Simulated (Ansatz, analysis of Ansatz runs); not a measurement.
**A hop of Cl in CsLi2Cl3 (Immm): barrier against cell size**

How far must a hopping Cl in CsLi2Cl3 (Immm) stand from its periodic copies before the barrier settles? The case: V_Cl hop (3.4 Å), charge +1; the series starts with a cell of 48 host atoms with 1 Cl taken out.

Calculated with Ansatz 0.2.0; plane-wave PAW DFT, PBEsol; nudged elastic band between two relaxed defect structures at fixed charge in a uniform background.

## Step 1: Starting point

The cell holds 47 atoms: 8 Cs, 16 Li and 23 Cl. Cell: a = 9.002 Å, b = 10.246 Å, c = 12.249 Å, α = 90.0°, β = 90.0°, γ = 90.0°. It derives from CsLi2Cl3 (space group Immm). Nearest the centre at fractional (0.625, 0.375, 0.751): Cl31 at 1.33 Å, Li39 at 2.06 Å, Li30 at 2.09 Å, Cl7 at 3.44 Å, Cl36 at 3.51 Å, Cl46 at 3.54 Å, Cs26 at 3.55 Å, Cs37 at 3.58 Å. The cell carries charge +1.

The cell's shortest repeat is 9.0 Å.

## Step 2: The band in the smallest cell

In each cell both ends are relaxed first and a climbing-image band joins them. Strain fields of neighbouring copies, and their charges if any, can act otherwise on the top of the path than on its ends, so the barrier may drift with size.

qp1_c48k1s.neb/input.yaml

```yaml
crystal:
  lattice:
    - [9.00215457, 0.0, 0.0]
    - [0.0, 10.24634267, 0.0]
    - [0.0, 0.0, 12.24892595]
  atoms:
    - { symbol: Cs, position: [0.00033005, -0.00068502, 0.48971643] }
    - { symbol: Cs, position: [0.25351467, 0.24572652, 0.00803989] }
    - { symbol: Li, position: [0.00099178, 0.02698599, 0.80967281] }
    - { symbol: Li, position: [0.25032777, 0.24987053, 0.30802088] }
    - { symbol: Li, position: [-0.0013517, 0.00204672, 0.19109328] }
    - { symbol: Li, position: [0.2594929, 0.25440803, 0.69062782] }
    - { symbol: Cl, position: [-0.01387599, 0.26819289, 0.76594699] }
    - { symbol: Cl, position: [0.25010242, -0.0001285, 0.26608803] }
    - { symbol: Cl, position: [0.00059237, 0.24971055, 0.23028219] }
    - { symbol: Cl, position: [0.25034679, 8.726e-05, 0.73753556] }
    - { symbol: Cl, position: [-0.00254328, 0.00225683, -0.00313704] }
    - { symbol: Cl, position: [0.24972935, 0.24640425, 0.50126562] }
    - { symbol: Cs, position: [0.00458526, 0.50096507, 0.49465522] }
    - { symbol: Cs, position: [0.24655969, 0.75410812, 0.00863154] }
    - { symbol: Li, position: [0.02805984, 0.49773892, 0.81703909] }
    - { symbol: Li, position: [0.24995506, 0.75020347, 0.30824121] }
    - { symbol: Li, position: [0.00091663, 0.49837812, 0.19522033] }
    - { symbol: Li, position: [0.24036903, 0.74517258, 0.6907332] }
    - { symbol: Cl, position: [-0.02223623, 0.71908702, 0.76376959] }
    - { symbol: Cl, position: [0.24998106, 0.49972612, 0.27382214] }
    - { symbol: Cl, position: [0.00022487, 0.7504346, 0.23077] }
    - { symbol: Cl, position: [0.24976961, 0.49996065, 0.72114253] }
    - { symbol: Cl, position: [0.00378099, 0.49746572, 0.00277162] }
    - { symbol: Cl, position: [0.25054032, 0.75340831, 0.50145369] }
    - { symbol: Cs, position: [0.49985649, 0.00049031, 0.48974272] }
    - { symbol: Cs, position: [0.74711092, 0.25103281, 0.00670036] }
    - { symbol: Li, position: [0.49934059, -0.0288818, 0.80982298] }
    - { symbol: Li, position: [0.75054027, 0.25187943, 0.30691377] }
    - { symbol: Li, position: [0.5012281, -0.00204569, 0.19106521] }
    - { symbol: Li, position: [0.74975732, 0.22228677, 0.68529463] }
    - { symbol: Cl, position: [0.52312935, 0.28268275, 0.76301237] }
    - { symbol: Cl, position: [0.75001504, -0.00027882, 0.26941513] }
    - { symbol: Cl, position: [0.49996318, 0.24952983, 0.2303806] }
    - { symbol: Cl, position: [0.74970448, 8.683e-05, 0.73197091] }
    - { symbol: Cl, position: [0.5026657, -0.00246213, -0.00314275] }
    - { symbol: Cl, position: [0.75214013, 0.25372012, 0.5002527] }
    - { symbol: Cs, position: [0.49574096, 0.49866201, 0.49485954] }
    - { symbol: Cs, position: [0.753014, 0.74881963, 0.00764033] }
    - { symbol: Li, position: [0.47189381, 0.50260545, 0.81700585] }
    - { symbol: Li, position: [0.749716, 0.7481247, 0.30723982] }
    - { symbol: Li, position: [0.49900765, 0.50107207, 0.19525366] }
    - { symbol: Li, position: [0.7507005, 0.77796658, 0.6855338] }
    - { symbol: Cl, position: [0.51447663, 0.73185932, 0.76610254] }
    - { symbol: Cl, position: [0.75011285, 0.49994162, 0.27063593] }
    - { symbol: Cl, position: [0.49934485, 0.75016731, 0.23066497] }
    - { symbol: Cl, position: [0.49605442, 0.50255915, 0.0028172] }
    - { symbol: Cl, position: [0.74818805, 0.74594226, 0.50060943] }
total_charge: 1
basis:
  ecutwfc: 420
  xc_grid: 2
hamiltonian:
  xc: pbesol
kpoints:
  mp_grid: { grid: [1, 1, 1], shift: [0.25, 0.25, 0.25] }
scf:
  occupations: { method: fixed }
  max_iter: 100
output:
  forces: true
neb:
  images: 3
  f_tol: 0.04
  climbing: true
  initial_path: idpp
  max_iterations: 45
  order_check: false
  final_atoms:
    - { symbol: Cs, position: [0.00171926, -0.0029624, 0.491474] }
    - { symbol: Cs, position: [0.24328077, 0.24878671, 0.00612752] }
[... 3 atom lines left out ...]
    - { symbol: Li, position: [0.22042633, 0.25188227, 0.68318293] }
    - { symbol: Cl, position: [-0.00125041, 0.24997113, 0.77884338] }
[... 7 atom lines left out ...]
    - { symbol: Li, position: [-0.01016609, 0.4958972, 0.80965861] }
[... 6 atom lines left out ...]
    - { symbol: Cl, position: [0.26221862, 0.4824896, 0.73388973] }
[... 3 atom lines left out ...]
    - { symbol: Cs, position: [0.75330803, 0.25176006, 0.00579602] }
[... 3 atom lines left out ...]
    - { symbol: Li, position: [0.77651533, 0.24802516, 0.68336834] }
    - { symbol: Cl, position: [0.72581603, 0.46804402, 0.73744782] }
[... 4 atom lines left out ...]
    - { symbol: Cl, position: [0.75172279, 0.24791837, 0.49752297] }
    - { symbol: Cs, position: [0.50185428, 0.49983007, 0.49347431] }
[... 1 atom line left out ...]
    - { symbol: Li, position: [0.49823409, 0.5279392, 0.81483694] }
[... 3 atom lines left out ...]
    - { symbol: Cl, position: [0.49892541, 0.74993324, 0.76757367] }
[... 2 atom lines left out ...]
    - { symbol: Cl, position: [0.49585997, 0.49622735, -3.975e-05] }
    - { symbol: Cl, position: [0.74678269, 0.75254681, 0.50293618] }
```

On the command line:

```bash
$ ansatz run input.yaml --threads 8 --pin off --max-ram 14131MiB --backend cpu --events-out ev --progress --plain --runs-dir out
```

Numbers of over 12 decimals in the logs are rounded to 6 here.

The program printed:

```text
[... repeated set-up lines and file paths are left out, and long positions are rounded to six places ...]
Warning: neb: disabling space-group detection — the band's intermediate images generally break the endpoint symmetry, so the full k-mesh is solved, and no spatial operation symmetrises the density, except that a semilocal band can use its path's symmetry [...]
Engine: ansatz 0.2.0, aarch64-unknown-linux-gnu
Pseudopotentials: kind: paw
Pseudopotential: Cs, paw, valence charge 9, recommended cutoff 420 eV (normal), Cs.paw.azcp
Pseudopotential: Li, paw, valence charge 3, recommended cutoff 420 eV (normal), Li.paw.azcp
Pseudopotential: Cl, paw, valence charge 7, recommended cutoff 420 eV (normal), Cl.paw.azcp
Functional definition: PBEsol
  exchange = pbesol_x
  correlation = pbesol_c
parallel-image band execution: 3 concurrent image workers
NEB image 0
Crystal: 47 atoms, lattice volume = 1129.831 Å³
Basis set: ecut = 420 eV, 22129 PW (Γ), exchange–correlation on 128×144×180 points (8 copies of the dense FFT grid, shifted against one another)
Bands: 187, of which v1, the nominal top of the filled ones, is band 140 counted from 1 (139 counted from 0)
Symmetry: 1 space group operations
k-points: 1
Non-local potential: Cs, projectors of the file, l = 0: 3, l = 1: 2, l = 2: 2, l = 3: 2
Non-local potential: Li, projectors of the file, l = 0: 3, l = 1: 2, l = 2: 1
Non-local potential: Cl, projectors of the file, l = 0: 2, l = 1: 2, l = 2: 2
PAW form: soft (Blöchl's): semilocal exchange-correlation on the pseudo side does not see the compensation charge
PAW frozen core: Cs, regenerated for the run's functional, and the local potential with it (the file was generated under x = pbe(κ = 0.804, μ = 0.219515), c = pbe(β = 0.066725))
PAW frozen core: Cl, regenerated for the run's functional, and the local potential with it (the file was generated under x = pbe(κ = 0.804, μ = 0.219515), c = pbe(β = 0.066725))
PAW one-centre angular grid: Cs, 194 points (default); XC on 64 Gauss nodes
PAW one-centre angular grid: Li, 110 points (default); XC on 64 Gauss nodes
PAW one-centre angular grid: Cl, 110 points (default); XC on 64 Gauss nodes
Initial density: superposition of atomic densities (neutral atoms scaled as one to the charged cell's electrons: chi_scale 0, normalization atom), corrected by the library's trained network
Initial wavefunctions: pseudopotential atomic-orbital guess
Functional: x = pbesol(κ = 0.804, μ = 0.123457), c = pbesol(β = 0.046)
SCF iter   1: F=—  HF=-72425.348433 eV  |F-HF|=—  |Δ(HF+E_count)|=         —  Δρ=2.06e-3  dr2=7.34e-2  ethr=1.77e-3  ⟨swp⟩=6.0  Hψ=567  notcnv=0  defer=45
preconditioner: auto → Resta (q_TF=auto, 2.162 Å⁻¹)  ε∞=2.9  [insulator: Δε(μ)=5.205 eV  Ē_g=12.280 eV  n_scr=192 (ndim 8)  ℏωp=16.8 eV  f_vac=0.018  ε∞_Penn≈2.9]
[...]
[... 6 atoms left out ...]
  atom  46  Cl     0.00146392    -0.00005867    -0.00138648
  [... 1 atom left out ...]
  max |Σ_I F_I| component: 6.87e-5 eV/Å
--- Band table (eV) ---
  k-point 0: bands = ["-41.2876", "-41.2865", "-41.1765", "-41.1662", [... 179 left out ...] "10.4899", "10.5383", "10.6171", "10.6812"]
this run last wrote the band of iteration 6 to <dir>; this run last wrote the band within `neb.f_tol` of iteration 4 to <dir>
--- NEB band (5 images, 6 band iterations, 107 SCF iterations) ---
  forward barrier  = 0.139165 eV
  backward barrier = 0.139092 eV
  climbing image's point = of an order that was not read
  energies are F+E_penalty+E_count in eV, relative to image 0
  image     s (Å)  Δ vs image 0  max|band force component| (eV/Å)
      0    0.0000      0.000000                                 —
      1    0.7754      0.074032                          1.159e-2
  *   2    1.5508      0.139165                          8.994e-3
      3    2.3177      0.073408                          1.017e-2
      4    3.0846      0.000074                                 —
  climbing-image geometry (image 2):
  cell:  # Å, volume = 1129.8306 Å³
    - [9.00215457, 0.0, 0.0]
    - [0.0, 10.24634267, 0.0]
    - [0.0, 0.0, 12.24892595]
  atoms:
    - { symbol: Cs, position: [0.004176, -0.008918, 0.486152] }
    - { symbol: Cs, position: [0.247223, 0.249866, 0.006222] }
    - { symbol: Li, position: [0.003760, 0.018209, 0.809261] }
    - { symbol: Li, position: [0.248450, 0.250618, 0.305313] }
    - { symbol: Li, position: [-0.002627, 0.004647, 0.189627] }
    - { symbol: Li, position: [0.226892, 0.250179, 0.684223] }
    - { symbol: Cl, position: [-0.004927, 0.261180, 0.771306] }
    - { symbol: Cl, position: [0.248457, 0.000139, 0.265282] }
    - { symbol: Cl, position: [0.000284, 0.250750, 0.224131] }
    - { symbol: Cl, position: [0.260646, 0.019508, 0.737178] }
    - { symbol: Cl, position: [-0.006163, 0.002189, -0.003562] }
    - { symbol: Cl, position: [0.246976, 0.246018, 0.498212] }
    - { symbol: Cs, position: [0.001336, 0.500807, 0.493817] }
    - { symbol: Cs, position: [0.244406, 0.758714, 0.014144] }
    - { symbol: Li, position: [0.021008, 0.499888, 0.815742] }
    - { symbol: Li, position: [0.251170, 0.745601, 0.310561] }
    - { symbol: Li, position: [-0.000211, 0.499559, 0.194717] }
    - { symbol: Li, position: [0.245095, 0.731482, 0.690855] }
    - { symbol: Cl, position: [-0.011867, 0.730995, 0.762721] }
    - { symbol: Cl, position: [0.248004, 0.499295, 0.275739] }
[...]
- { symbol: Cs, position: [0.499693, -0.000472, 0.487849] }
    - { symbol: Cs, position: [0.744971, 0.258220, -0.000194] }
[...]
- { symbol: Cs, position: [0.503592, 0.491531, 0.499966] }
    - { symbol: Cs, position: [0.748706, 0.750942, 0.012400] }
    - { symbol: Li, position: [0.475708, 0.524384, 0.823674] }
    - { symbol: Li, position: [0.748206, 0.747705, 0.309371] }
    - { symbol: Li, position: [0.496948, 0.501670, 0.199266] }
    - { symbol: Li, position: [0.750725, 0.781920, 0.687992] }
[...]
- { symbol: Cl, position: [0.749705, 0.500522, 0.271028] }
    - { symbol: Cl, position: [0.498503, 0.751656, 0.233641] }
    - { symbol: Cl, position: [0.486591, 0.506690, 0.008829] }
    - { symbol: Cl, position: [0.747540, 0.746713, 0.503289] }
[key lines of the parts left out:]
SCF converged after 5 iterations
Free energy (F): -72425.188295 eV
Fermi energy:    2.007929 eV
```

It took 2.7 min on 8 threads of Arm Neoverse N1, shared host; peak memory 3.8 GiB; 17 min of CPU time.

Reading the cycles: dr2 is the Hartree energy of the density residual (eV), the measure of convergence; HF is the Harris–Foulkes estimate of the energy, which meets the free energy F at convergence.

Images along the path:

```csv
image,path (Å),energy (eV),"Cl31: x, y, z (Å)"
0,0.000,0.0000,"4.709, 2.896, 9.346"
1,0.775,0.0740,"5.109, 3.327, 9.227"
2,1.551,0.1392,"5.625, 3.845, 9.187"
3,2.318,0.0734,"6.134, 4.362, 9.150"
4,3.085,0.0001,"6.534, 4.796, 9.033"
```

## Step 3: The series

The other cells are run alike, on 8 threads of Arm Neoverse N1, shared host.

```csv
host atoms,shortest repeat (Å),k-points,forward (eV),backward (eV),hop length (Å),iterations,time of the band,peak memory (GiB)
48,9.0,"one point at (¼, ¼, ¼)",0.139,0.139,2.65,6,2.7 min,3.8
72,11.2,"one point at (¼, ¼, ¼)",0.188,0.188,2.91,10,9.9 min,7.0
108,13.5,"one point at (¼, ¼, ¼)",0.132,0.132,2.68,8,24 min,9.8
```

Energies along each band (eV from the start):

```csv
host atoms,k-points,energies
48,"one point at (¼, ¼, ¼)","0.000, 0.074, 0.139, 0.073, 0.000"
72,"one point at (¼, ¼, ¼)","0.000, 0.099, 0.188, 0.088, 0.000"
108,"one point at (¼, ¼, ¼)","0.000, 0.064, 0.132, 0.066, 0.000"
```

## Step 4: Results

```yaml
barrier_48_atoms_one_point_at: 0.139 eV
barrier_72_atoms_one_point_at: 0.188 eV
barrier_108_atoms_one_point_at: 0.132 eV
```

What this shows: The largest cell gives a barrier of 0.13 eV and the first set-up 0.14 eV; over the series the values spread by 0.06 eV. The last two differ by 0.055 eV, so the series has not settled. One k-point samples cells of unlike shape differently, so the spread mixes size with sampling. The hop length changes between cells, so the ends did not relax into the same structures everywhere. The time of one iteration grows about as the number of atoms to the power 2.3, on shared hosts. No image-charge correction is applied. The order of the top as a saddle was not checked for all atoms, so a bent path could be lower. Keep in mind: one k-point off the zone centre stands for the whole zone; spin–orbit coupling, which can matter with heavy atoms, is left out.

[Logs are printed without paths, hosts, clocks, repeated set-up lines and the standing remarks that a program may print on its own settings, such as how far it seeks lower states.]

[Hosts, paths, dates, database ids (printed as entryN), source tags and the programs' standing remarks are cut or masked in the printed files.]
